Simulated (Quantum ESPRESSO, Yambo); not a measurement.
An input for Quantum ESPRESSO 7.5 (MoSeS (2H monolayer (Janus))):

```
&control
  calculation = 'nscf'
  prefix = 'x'
  outdir = 'o'
  pseudo_dir = 'pseudo'
/
&system
  ibrav = 0
  nat = 3
  ntyp = 3
  ecutwfc = 104.0
  nbnd = 39
  force_symmorphic = .true.
/
&electrons
  conv_thr = 1e-9
  electron_maxstep = 80
  diago_full_acc = .true.
  diago_thr_init = 5e-6
/
ATOMIC_SPECIES
  Mo 95.95 Mo.upf
  S 32.06 S.upf
  Se 78.971 Se.upf
CELL_PARAMETERS angstrom
  3.2520935078 0.0000000001 0.0000000000
  -1.6260467539 2.8163955932 0.0000000000
  0.0000000000 0.0000000000 16.0000000000
ATOMIC_POSITIONS crystal
  Mo 0.3333333333 0.6666666667 0.5036921170
  S 0.6666666667 0.3333333333 0.5991880264
  Se 0.6666666667 0.3333333333 0.3971198566
K_POINTS automatic
  21 21 1 0 0 0
```

```sh
OMP_NUM_THREADS=1 mpirun -n 8 pw.x -nk 4 -in pw.in > pw.out
```

**Question.** How long will it take on 8 MPI ranks of Arm Neoverse V2, shared host, and how much memory?

It took 24 s; on shared hardware allow 12 s to 48 s. Peak host memory was 0.77 GiB.

[Paths, hosts, dates, memory and timing lines, banners, echoed tables and standing remarks are left out of the program output.]

[Logs are printed without paths, hosts, clocks, repeated set-up lines and the standing remarks that a program may print on its own settings, such as how far it seeks lower states.]

[Runs of the session that timed out or met a known fault of the program may be left out.]

[Hosts, paths, dates, database ids (printed as entryN), source tags and the programs' standing remarks are cut or masked in the printed files.]
